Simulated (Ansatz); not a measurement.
# SrBe2In2 (built on the sites of a database entry of SrMg2Bi2): the cell at rest

Aim: bring SrBe2In2 (built on the sites of a database entry of SrMg2Bi2) to small forces and stress, as phonons need.

Program: Ansatz 0.2.0. Level of theory: DFT r2SCAN, scalar-relativistic, plane waves, PAW. Results are calculated unless marked as measured.

Report form: the programs' logs are mostly left out.

The structure was built from a prototype and need not be the compound's stable phase.

## (1) The starting structure

It takes space group P-3m1 (No. 164, trigonal). Conventional cell: a = 4.496 Å, b = 4.496 Å, c = 7.431 Å, α = 90.00°, β = 90.00°, γ = 120.00°. Nearest to Sr lie 6 In at 3.21 Å. Be has 4 In at 2.75 to 2.76 Å nearest. Nearest to In lie 4 Be at 2.75 to 2.76 Å and 3 Sr at 3.21 Å. Farther neighbours are not listed.

## (2) A coarse first look

A quick single point on a coarse mesh tells whether the cell has a gap and how far it is from rest, which sets the k mesh and smearing that follow.

Contents of input.yaml:

```yaml
crystal:
  lattice:
    - [4.49591, 0.0, 0.0]
    - [-2.24795, 3.89357, 0.0]
    - [0.0, 0.0, 7.43115]
  atoms:
    - { symbol: Sr, position: [0.0, 0.0, 0.0] }
    - { symbol: Be, position: [0.66666667, 0.33333333, 0.37504416] }
    - { symbol: Be, position: [0.33333333, 0.66666667, 0.62495584] }
    - { symbol: In, position: [0.66666667, 0.33333333, 0.74673486] }
    - { symbol: In, position: [0.33333333, 0.66666667, 0.25326514] }
kpoints:
  mp_grid: { grid: [6, 6, 4] }
hamiltonian:
  xc: r2scan
scf:
  occupations: { method: gaussian, width: 0.1 }
output:
  forces: true
  stress: true
  eigenvalues: true
```

Started as:

```console
> ansatz run input.yaml --threads 8 --pin off --max-ram 14336MiB --backend cpu --events-out ev --progress --plain --runs-dir out
```

Wall time 1.7 s (8 threads of Arm Neoverse V2, shared host); peak memory 0.88 GiB.

This step gave:

```yaml
pressure: -2.401 GPa
volume_per_atom: 26.02 Å³
gap_on_the_k_mesh: 0 eV
```

The coarse mesh shows no gap and a pressure of -2.4 GPa.

## (3) Coarse relaxation

A rough relaxation comes first, because large forces or stress need no tight tolerances yet.

Changes to input.yaml since step 2:

```diff
@@ -21 +21,6 @@
   eigenvalues: true
+relax:
+  adjacent_minimum: "off"
+  f_tol: 0.05
+  max_steps: 80
+  cell: { stress_tol: 0.5 }
```

It took 13 s on 8 threads; peak memory 0.9 GiB; 90 s of CPU time.

The steps of the relaxation:

```tsv
step	energy less that of the first step (eV)	largest force component (eV/Å)	pressure (GPa)	volume (Å³)
1	0.0000	1.9200	-2.40	130.08
2	-0.6314	1.0446	-1.77	126.77
3	-0.9911	0.5360	0.13	121.49
4	-1.2268	0.4530	0.10	120.59
5	-1.3776	0.1517	-0.26	120.06
6	-1.3935	0.1165	-0.12	118.84
7	-1.3979	0.0132	0.00	118.94
8*	-1.3974	0.0132	0.00	118.94
```

Relaxation steps marked * repeat the geometry before them on a plane-wave basis chosen anew for their cell, so energy and pressure can jump there.

Forces are held to the 12 operations that the run works with; a distortion that breaks them can't arise in this run.

```tsv
conventional cell, symmetrised	before	after	change
a (Å)	4.496	4.325	-3.8 %
b (Å)	4.496	4.325	-3.8 %
c (Å)	7.431	7.342	-1.2 %
volume (Å³/atom)	26.02	23.79	-8.6 %
```

The atoms that moved most (Å, as changes of fractional coordinates times the final cell):

```tsv
atom	dx	dy	dz	length
In5	0.000	0.000	0.667	0.667
In4	0.000	0.000	-0.667	0.667
Be3	0.000	0.000	0.524	0.524
Be2	0.000	0.000	-0.524	0.524
```

Final coordinates:

```xyz
5
Lattice="4.3251 0.0000 0.0000 -2.1626 3.7457 0.0000 0.0000 0.0000 7.3419" Properties=species:S:1:pos:R:3 pbc="T T T"
Sr    0.0000    0.0000    0.0000
Be    2.1626    1.2486    2.2291
Be    0.0000    2.4971    5.1129
In    2.1626    1.2486    4.8152
In    0.0000    2.4971    2.5267
```

Numbers from this step:

```
pressure        : -0.003488 GPa
volume per atom : 23.79 Å³
```

In this step the volume went from 26.02 to 23.79 Å³/atom.

## (4) Bringing the structure to rest

The cell and atoms are relaxed, since residual forces and stress would shift the frequencies.

Contents of input.yaml:

```yaml
crystal:
  lattice:
    - [4.3251466559, -2.7771e-06, 0.0]
    - [-2.1625709229, 3.7456882677, 0.0]
    - [0.0, 0.0, 7.3419439063]
  atoms:
    - { symbol: Sr, position: [0.0, 0.0, 0.0] }
    - { symbol: Be, position: [0.6666666667, 0.3333333333, 0.3036070295] }
    - { symbol: Be, position: [0.3333333333, 0.6666666667, 0.6963929705] }
    - { symbol: In, position: [0.6666666667, 0.3333333333, 0.6558536379] }
    - { symbol: In, position: [0.3333333333, 0.6666666667, 0.3441463621] }
kpoints:
  mp_grid: { grid: [9, 9, 6] }
hamiltonian:
  xc: r2scan
scf:
  occupations: { method: gaussian, width: 0.1 }
output:
  forces: true
  stress: true
  eigenvalues: true
relax:
  adjacent_minimum: "off"
  f_tol: 0.005
  max_steps: 80
  cell: { stress_tol: 0.05 }
```

It took 17 s on 8 threads; peak memory 0.86 GiB; 2.1 min of CPU time.

Step by step:

```tsv
step	energy less that of the first step (eV)	largest force component (eV/Å)	pressure (GPa)	volume (Å³)
1	0.0000	0.2518	-0.04	118.94
2	0.0088	0.3808	0.53	118.37
3	-0.0181	0.0323	0.02	118.93
4	-0.0184	0.0041	0.02	118.95
5*	-0.0184	0.0041	0.02	118.95
```

Relaxation steps marked * repeat the geometry before them on a plane-wave basis chosen anew for their cell, so energy and pressure can jump there. Relaxation step 2 was tried and not accepted.

The run keeps the 12 symmetry operations that it works with, so distortions that break them were not tested.

```tsv
conventional cell, symmetrised	before	after	change
a (Å)	4.325	4.350	+0.6 %
b (Å)	4.325	4.350	+0.6 %
c (Å)	7.342	7.259	-1.1 %
volume (Å³/atom)	23.79	23.79	+0.0 %
```

The atoms that moved most (Å, as changes of fractional coordinates times the final cell):

```tsv
atom	dx	dy	dz	length
In4	0.000	0.000	-0.026	0.026
In5	0.000	0.000	0.026	0.026
```

Final coordinates:

```xyz
5
Lattice="4.3501 0.0000 0.0000 -2.1750 3.7673 0.0000 0.0000 0.0000 7.2587" Properties=species:S:1:pos:R:3 pbc="T T T"
Sr    0.0000    0.0000    0.0000
Be    2.1750    1.2558    2.2043
Be    0.0000    2.5115    5.0545
In    2.1750    1.2558    4.7345
In    0.0000    2.5115    2.5243
```

Numbers from this step:

```yaml
pressure: 0.01804 GPa
```

In this step the volume went from 23.79 to 23.79 Å³/atom.

## (5) Relaxing to small forces for the phonons

Phonons need a cell at rest on their own settings, so the relaxation is repeated with tight tolerances on forces and stress, using the mesh and the filling of the phonon run that follows.

Contents of input.yaml:

```yaml
crystal:
  lattice:
    - [4.3500610358, -2.7931e-06, 0.0]
    - [-2.175028099, 3.7672647616, 0.0]
    - [0.0, 0.0, 7.2587302145]
  atoms:
    - { symbol: Sr, position: [0.0, 0.0, 0.0] }
    - { symbol: Be, position: [0.6666666667, 0.3333333333, 0.303672748] }
    - { symbol: Be, position: [0.3333333333, 0.6666666667, 0.696327252] }
    - { symbol: In, position: [0.6666666667, 0.3333333333, 0.6522434894] }
    - { symbol: In, position: [0.3333333333, 0.6666666667, 0.3477565106] }
kpoints:
  mp_grid: { grid: [9, 9, 6] }
hamiltonian:
  xc: r2scan
scf:
  occupations: { method: methfessel_paxton, width: 0.2 }
output:
  forces: true
  stress: true
  eigenvalues: true
relax:
  adjacent_minimum: "off"
  f_tol: 0.001
  max_steps: 60
  cell: { stress_tol: 0.01 }
```

It took 9.8 s on 8 threads; peak memory 0.86 GiB; 73 s of CPU time.

Little changed from the start: no atom moved by 0.005 Å and no cell edge by 0.1 %.

Numbers from this step:

```yaml
pressure: 0.002061 GPa
volume_per_atom: 23.80 Å³
```

The largest force component left is 0.67 meV/Å and the pressure is 0.002 GPa, within the tolerances set. The cell now holds 23.80 Å³/atom.

## (6) What came out

| Item | Value |
| --- | --- |
| space group after relaxation (within 0.01 Å) | P-3m1 |
| lattice constant a | 4.350 Å |
| lattice constant b | 4.350 Å |
| lattice constant c | 7.261 Å |
| volume per atom | 23.8 Å³ |

In words: The largest force component left is 0.67 meV/Å and the pressure is 0.002 GPa, within the tolerances set. The cell now holds 23.80 Å³/atom. The relaxation keeps the symmetry of its start, so it says nothing on stability against lower symmetry. The starting cell was built on a prototype and not taken from a measurement, so the phase need not exist.

[Logs are printed without paths, hosts, clocks, repeated set-up lines and the standing remarks that a program may print on its own settings, such as how far it seeks lower states.]

[Hosts, paths, dates, database ids (printed as entryN), source tags and the programs' standing remarks are cut or masked in the printed files.]
